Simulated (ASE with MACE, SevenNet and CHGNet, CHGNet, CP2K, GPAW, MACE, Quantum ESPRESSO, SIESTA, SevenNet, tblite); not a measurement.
# Random wurtzite alloy of AlN and GaN (72 atoms) in machine-learned potentials

How do the settings of machine-learned potentials change the result for random wurtzite alloy of AlN and GaN (72 atoms)? A plane-wave run serves as the yardstick.

Program: ASE with MACE, SevenNet and CHGNet. Level of theory: the method is named at each step. Results are calculated unless marked as measured.

**1. The starting structure**

The cell holds 72 atoms: 22 Ga, 36 N and 14 Al. Cell: a = 9.477 Å, b = 9.477 Å, c = 10.212 Å, α = 90.0°, β = 90.0°, γ = 120.0°. It derives from AlN (wurtzite), repeated 3×3×2. Wurtzite AlN, 3 x 3 x 2 conventional cells, 22 of 36 Al sites given to Ga at random (x = 0.611), lattice by Vegard's rule (a = 3.159 Å, c = 5.106 Å); not relaxed, displaced by a Gaussian of 0.02 Å. Then every atom was moved at random, 0.02 Å r.m.s. a Cartesian component.

The yardstick, on the same geometry:

| Property | Result |
| --- | --- |
| method | Kohn-Sham DFT, PBE, SSSP efficiency 1.3.0 pseudopotentials, plane waves (Quantum ESPRESSO 7.5); sssp-pbe-1.3.0-efficiency, cutoffs 70/560 Ry, Γ point |
| r.m.s. force component | 0.7479 eV/Å |
| longest force | 3.137 eV/Å |
| pressure | 5.805 GPa |
| gap (highest filled to lowest empty level) | 2.672 eV |
| time | 8 min on 2 MPI ranks of AMD EPYC 9R14 (Zen 4), shared host |
| CPU time | 16 min |

**2. MACE MPA-0 medium potential**

Method: machine-learned interatomic potential MACE MPA-0 medium, trained on PBE(+U) plane-wave data.

Contents of run.py:

```python
import numpy as np
from ase.io import read
import mlip  # loads the published weights by name

atoms = read("structure.xyz")
atoms.calc = mlip.calc("mace-mpa-0-medium")
energy = atoms.get_potential_energy()
forces = atoms.get_forces()
print(f"energy {energy:.6f} eV")
print("forces (eV/A)")
for i, (a, f) in enumerate(zip(atoms, forces)):
    print(f"{i:4d} {a.symbol:2s} {f[0]:10.5f} {f[1]:10.5f} {f[2]:10.5f}")
stress = -atoms.get_stress(voigt=False) * 160.21766
print("stress (GPa, compression positive)")
for row in stress:
    print(" ".join(f"{x:10.4f}" for x in row))
```

Contents of structure.xyz:

```xyz
72
Lattice="9.47730 0.00000 0.00000 -4.73865 8.20758 0.00000 0.00000 0.00000 10.21220" Properties=species:S:1:pos:R:3 pbc="T T T"
Ga 4.72420 8.20405 0.00725
N -0.02701 1.85984 0.65552
Al -0.03161 1.83037 2.54182
N 9.40944 0.03874 3.15424
Ga 0.01360 0.02487 5.13061
N -0.01322 1.81133 5.73129
Al -0.03170 1.80542 7.67937
N 0.02369 0.03825 8.27770
Ga 7.87208 2.76210 0.02308
N -1.66341 4.54183 0.62335
Ga -1.59039 4.55192 2.54386
N 7.87322 2.73452 3.17089
Ga -1.57167 2.77490 5.06178
N -1.55049 4.57589 5.77183
Al -1.64275 4.52558 7.68172
N -1.58953 2.76136 8.27198
Ga 6.26331 5.43022 10.19402
N -3.16641 7.27577 0.61069
Al -3.15002 7.26198 2.59666
N 6.27122 5.45427 3.17824
Ga 6.25857 5.48669 5.11703
N -3.13609 7.29219 5.70750
Ga -3.11874 7.27380 7.64720
N -3.17082 5.49777 8.26218
Al -1.55541 8.20577 10.19688
N 3.20143 1.85442 0.63489
Al 3.12969 1.83472 2.57123
N -1.60394 8.20676 3.16588
Ga -1.57655 8.18329 5.13316
N 3.17641 1.75199 5.73568
Al 3.16243 1.80197 7.68080
N 3.16888 0.01814 8.29241
Al 1.61237 2.76563 10.19382
N 1.57513 4.59575 0.62397
Al 1.62152 4.52968 2.54529
N 1.58427 2.77096 3.20122
Ga 1.61090 2.73994 5.11866
N 1.62441 4.60938 5.70331
Ga 1.60763 4.60544 7.70572
N 1.61351 2.76875 8.22868
Ga -0.04497 5.49506 10.17156
N -0.00393 7.32026 0.66390
Ga -0.01147 7.28012 2.52711
N 0.00948 5.43522 3.16272
Al -0.01170 5.48455 5.12704
N -0.04781 7.33503 5.73241
Ga 0.02047 7.29457 7.67549
N 0.04383 5.51623 8.25626
Ga 6.37789 0.05425 0.02716
N 6.35396 1.82487 0.59772
Ga 6.31477 1.85007 2.53467
N 1.59678 8.17828 3.18825
Ga 6.29127 0.02077 5.13572
N 6.28952 1.86755 5.72853
Ga 6.32529 1.81609 7.69877
N 1.61531 8.20134 8.29588
[... 12 atom lines left out ...]
Al 3.18864 5.41881 5.14879
N 3.16442 7.28628 5.67941
Ga 3.12519 7.30319 7.64210
N 3.09292 5.46395 8.29118
```

Command:

```sh
OMP_NUM_THREADS=1 python run.py > output.txt
```

Log:

```text
energy -476.056265 eV
forces (eV/A)
   0 Ga    0.84808    0.58956   -0.09002
   1 N     1.43594    0.46951   -0.27674
   2 Al    0.30637   -0.02900    0.49761
   3 N     1.94330    0.04887   -0.02322
   4 Ga   -0.33692   -0.38821   -0.82122
   5 N     0.23407    0.76758    1.03154
   6 Al    0.57212    0.76911   -0.47071
   7 N    -0.32026   -0.15940   -0.36574
   8 Ga    0.69885   -0.31319   -0.56694
   9 N     0.94849    0.69318   -0.29540
  10 Ga    0.01706    0.30542    0.35858
  11 N     0.92407   -0.16606   -0.55135
  12 Ga   -0.13072   -0.34328    0.78013
  13 N    -0.11680    0.46902    0.17323
  14 Al    1.10441    0.83340   -0.49459
  15 N     0.79065   -0.01806    0.05971
  16 Ga    0.60938    1.22486    0.01101
  17 N     1.00643    0.52188    0.77295
  18 Al   -0.77508    0.67338   -0.65183
  19 N    -0.15996    0.31104   -0.31746
  20 Ga    1.30723   -0.28041   -0.28170
  21 N    -0.67244   -0.03530    0.41022
  22 Ga   -0.52495    0.89924   -0.00719
  23 N    -0.49735   -1.73061   -0.28695
[...]
64 Ga   -0.75615    0.57006   -0.01079
  65 N    -0.22917   -1.35511   -0.31692
  66 Ga    0.09607    0.30363    0.35221
  67 N     0.04057   -1.48052    0.95986
  68 Al   -0.32003    1.32092   -1.20912
  69 N    -0.08771   -0.89437    0.64829
  70 Ga    1.02330   -0.11922   -0.37103
  71 N     2.99467    0.57123    0.15674
stress (GPa, compression positive)
    4.4629     0.1696     0.0019
    0.1696     4.7289    -0.3385
    0.0019    -0.3385     5.9973
```

The job ended after 9.9 s (1 thread of AMD EPYC 9R14 (Zen 4), shared host; peak memory 1.1 GiB).

Banners, paths, timers and routine set-up lines are dropped from the logs unmarked, and long logs keep their key lines alone; longer cuts are marked.

Compared with the plane-wave run:

| Property | Result |
| --- | --- |
| r.m.s. force component | 0.7219 eV/Å |
| r.m.s. difference of force components | 70.26 meV/Å |
| longest difference of force vectors | 214.7 meV/Å |
| force difference over r.m.s. force | 9.395 % |
| slope of forces against the reference's | 0.9614 |
| correlation of force components | 0.996 |
| pressure | 5.063 GPa |
| pressure difference | -0.7417 GPa |

Length of the force difference by element (eV/Å):

| element | atoms | mean | most |
| --- | --- | --- | --- |
| Al | 14 | 0.11 | 0.20 |
| Ga | 22 | 0.15 | 0.21 |
| N | 36 | 0.088 | 0.18 |

The surroundings of N6, picked at random, nearest first, numbered as they follow in the input and with coordinates relative to it.

| atom | x | y | z | distance (Å) | bonds | Fx | Fy | Fz (eV/Å) |
| --- | --- | --- | --- | --- | --- | --- | --- | --- |
| N6 | 0.00 | 0.00 | 0.00 | 0.00 | 4 | 0.23 | 0.77 | 1.03 |
| Ga5 | 0.03 | -1.79 | -0.60 | 1.88 | 4 | -0.34 | -0.39 | -0.82 |
| Al7 | -0.02 | -0.01 | 1.95 | 1.95 | 4 | 0.57 | 0.77 | -0.47 |
| Ga13 | -1.56 | 0.96 | -0.67 | 1.95 | 4 | -0.13 | -0.34 | 0.78 |
| Ga37 | 1.62 | 0.93 | -0.61 | 1.97 | 4 | -0.36 | -0.02 | 0.52 |
| N8 | 0.04 | -1.77 | 2.55 | 3.10 | 4 | -0.32 | -0.16 | -0.37 |
| N4 | -0.05 | -1.77 | -2.58 | 3.13 | 4 | 1.94 | 0.05 | -0.02 |
| N40 | 1.63 | 0.96 | 2.50 | 3.13 | 4 | -0.60 | -1.43 | 1.14 |
| N16 | -1.58 | 0.95 | 2.54 | 3.14 | 4 | 0.79 | -0.02 | 0.06 |

Atoms are counted from 1 here, from 0 in the log.

Forces lie 9.4 % from the reference's, at 0.0081 times its CPU time (on 1 against 2 cores).

**3. SevenNet 0 potential**

Method: machine-learned interatomic potential SevenNet 0, trained on PBE(+U) plane-wave data.

Edit run.py of step 2 so:

```diff
@@ -5,3 +5,3 @@
 atoms = read("structure.xyz")
-atoms.calc = mlip.calc("mace-mpa-0-medium")
+atoms.calc = mlip.calc("7net-0")
 energy = atoms.get_potential_energy()
```

structure.xyz is that of step 2.

Log:

```text
energy -476.557343 eV
forces (eV/A)
   0 Ga    0.94587    0.62395   -0.01767
   1 N     1.41012    0.40889   -0.32979
   2 Al    0.40680    0.03322    0.46482
   3 N     1.87908   -0.00936   -0.10792
   4 Ga   -0.33243   -0.31603   -0.68659
   5 N     0.19575    0.75732    0.90453
   6 Al    0.62666    0.81657   -0.36575
   7 N    -0.29650   -0.10905   -0.34178
   8 Ga    0.76784   -0.33432   -0.47798
   9 N     0.97366    0.69600   -0.29013
  10 Ga    0.02704    0.40783    0.40687
  11 N     0.98164   -0.19943   -0.56181
  12 Ga   -0.12391   -0.24737    0.90538
  13 N    -0.02595    0.42982    0.02749
  14 Al    0.98071    0.83318   -0.39325
  15 N     0.81891   -0.05793   -0.06394
  16 Ga    0.43933    1.11800    0.04852
  17 N     0.98230    0.59667    0.67410
  18 Al   -0.69395    0.62988   -0.55286
  19 N    -0.17387    0.36183   -0.39110
  20 Ga    1.15920   -0.34181   -0.19878
  21 N    -0.61243   -0.03085    0.26131
  22 Ga   -0.49913    0.76777    0.17435
  23 N    -0.38986   -1.62069   -0.37282
[...]
64 Ga   -0.75458    0.34715    0.03955
  65 N    -0.21727   -1.33042   -0.30168
  66 Ga    0.15092    0.22113    0.51835
  67 N     0.04301   -1.38670    0.85502
  68 Al   -0.22825    1.14606   -1.04038
  69 N    -0.09411   -0.89010    0.47398
  70 Ga    1.09847   -0.19719   -0.28182
  71 N     2.86844    0.51439    0.07360
stress (GPa, compression positive)
    5.0617     0.1685     0.0042
    0.1685     5.2962    -0.3385
    0.0042    -0.3385     5.2418
```

It took 9.8 s on 1 thread; peak memory 0.92 GiB.

Numbers from this run, and their distance from the reference:

```yaml
r_m_s_force_component: 0.6925 eV/Å
r_m_s_difference_of_force_components: 77.26 meV/Å
longest_difference_of_force_vectors: 267.8 meV/Å
force_difference_over_r_m_s_force: 10.33 %
slope_of_forces_against_the_reference_s: 0.9233
correlation_of_force_components: 0.9972
pressure: 5.2 GPa
pressure_difference: -0.6048 GPa
```

Against the first run (9.4 %), the force difference from the reference is 10 %, at 1.0 times the CPU time.

**4. CHGNet 0.3.0 potential**

Method: machine-learned interatomic potential CHGNet 0.3.0, trained on PBE(+U) plane-wave data.

Edit run.py of step 3 so:

```diff
@@ -5,3 +5,3 @@
 atoms = read("structure.xyz")
-atoms.calc = mlip.calc("7net-0")
+atoms.calc = mlip.calc("chgnet-0.3.0")
 energy = atoms.get_potential_energy()
```

structure.xyz is that of step 3.

Log:

```text
CHGNet v0.3.0 initialized with 412,525 parameters
CHGNet will run on cpu
energy -487.736816 eV
forces (eV/A)
   0 Ga    0.75414    0.47116    0.00475
   1 N     1.17074    0.33170   -0.21306
   2 Al    0.23135   -0.01265    0.35317
   3 N     1.54396   -0.01170   -0.04650
   4 Ga   -0.23609   -0.21669   -0.67715
   5 N     0.10978    0.58790    0.83312
   6 Al    0.51656    0.62382   -0.37376
   7 N    -0.24125   -0.03333   -0.29726
   8 Ga    0.60178   -0.23876   -0.37610
   9 N     0.73149    0.53819   -0.24708
  10 Ga    0.05156    0.32274    0.26450
  11 N     0.73725   -0.14764   -0.35706
  12 Ga   -0.05267   -0.21688    0.58466
  13 N    -0.01013    0.40259    0.16187
  14 Al    0.77023    0.62964   -0.33525
  15 N     0.60354    0.00845   -0.01986
  16 Ga    0.38516    0.94329    0.08263
  17 N     0.83614    0.50928    0.65411
  18 Al   -0.58069    0.43615   -0.54792
  19 N    -0.11457    0.31506   -0.21575
  20 Ga    0.93500   -0.29270   -0.20646
  21 N    -0.47252   -0.03814    0.26653
  22 Ga   -0.40562    0.61867    0.05547
  23 N    -0.34957   -1.36212   -0.33015
[...]
64 Ga   -0.54745    0.30672    0.00379
  65 N    -0.15292   -1.01459   -0.22605
  66 Ga    0.13321    0.12222    0.41093
  67 N     0.01745   -1.08565    0.73821
  68 Al   -0.18504    0.88296   -0.99931
  69 N    -0.10252   -0.71098    0.47397
  70 Ga    0.85566   -0.17356   -0.26360
  71 N     2.44717    0.39715    0.16271
stress (GPa, compression positive)
    5.0994     0.1276    -0.0171
    0.1276     5.3508    -0.2646
   -0.0171    -0.2646     3.7162
```

Elapsed: 4 s, on 1 thread; peak memory 0.88 GiB.

Compared with the plane-wave run:

```yaml
r_m_s_force_component: 0.5647 eV/Å
r_m_s_difference_of_force_components: 195.7 meV/Å
longest_difference_of_force_vectors: 654.4 meV/Å
force_difference_over_r_m_s_force: 26.16 %
slope_of_forces_against_the_reference_s: 0.7509
correlation_of_force_components: 0.9944
pressure: 4.722 GPa
pressure_difference: -1.083 GPa
```

Against the first run (9.4 %), the force difference from the reference is 26 %, at 0.45 times the CPU time.

**5. All runs compared**

Differences are against the plane-wave reference, forces as r.m.s. over components; share is that over the reference's r.m.s. force, slope the least-squares factor from reference forces to these. Total energies of different programs have different zeros and aren't compared.

| run | Δ force, r.m.s. (meV/Å) | share (%) | slope | Δ pressure (GPa) | cores | CPU time | memory (GiB) |
| --- | --- | --- | --- | --- | --- | --- | --- |
| reference | - | - | - | - | 2 | 16 min | 3.1 |
| MACE MPA-0 medium potential | 70.3 | 9.39 | 0.961 | -0.742 | 1 | 7.8 s | 1.1 |
| SevenNet 0 potential | 77.3 | 10.3 | 0.923 | -0.605 | 1 | 7.9 s | 0.92 |
| CHGNet 0.3.0 potential | 196 | 26.2 | 0.751 | -1.08 | 1 | 3.5 s | 0.88 |

Times of the machine-learned potentials are mostly Python's start and the loading of weights.

CPU time is summed over cores on a shared host, where runs went side by side, so it is rough. Symmetry, cutoffs, thresholds, outputs and thread counts weren't matched or tuned between programs; memory under MPI is the largest rank's times the ranks.

A second geometry, displaced anew (every atom was moved at random, 0.08 Å r.m.s. a Cartesian component), gives an energy difference that all programs can be tested on. The reference puts it at 181.1 meV/atom.

| run | energy less the first geometry's (meV/atom) | error (meV/atom) | force share at the second geometry (%) |
| --- | --- | --- | --- |
| MACE MPA-0 medium potential | 176.3 | -4.81 | 8.61 |
| SevenNet 0 potential | 168.4 | -12.7 | 8.54 |
| CHGNet 0.3.0 potential | 140.7 | -40.4 | 17.7 |

**6. Summary of results**

| Quantity | Value |
| --- | --- |
| nearest in forces | MACE MPA-0 medium potential, 9.4 % |
| its CPU time | 7.8 s |

Machine-learned potentials differ by 9.4 % (MACE MPA-0 medium potential) to 26 % (CHGNet 0.3.0 potential); they were trained on other programs' data. Among those trained on PBE data the slope goes as low as 0.75, which softening far from their training structures can give, though the reference's k-sampling is untested too. The energy difference between the two geometries, 181 meV/atom in the reference, is met best by MACE MPA-0 medium potential (-4.81) and worst by CHGNet 0.3.0 potential (-40.4). The reference's pressure holds the uncorrected Pulay stress of its 70 Ry basis, so small pressure differences, and their order, may be the reference's own error. Machine-learned potentials mimic data converged in k, so the reference's own k-point error enters their differences. The host structure and its lattice constant were typed by rule, without a check against the phase diagram. The reference's pressure of 5.8 GPa belongs to a cell and atoms that aren't relaxed at this level. The electronic-structure runs sample only Γ, in a cell whose shortest periodic width is 8 Å.

[Also dropped from logs without a mark: logging warnings of Python, and SIESTA's first energy breakdown and zero terms.]

[Logs are printed without paths, hosts, clocks, repeated set-up lines and the standing remarks that a program may print on its own settings, such as how far it seeks lower states.]

[Hosts, paths, dates, database ids (printed as entryN), source tags and the programs' standing remarks are cut or masked in the printed files.]
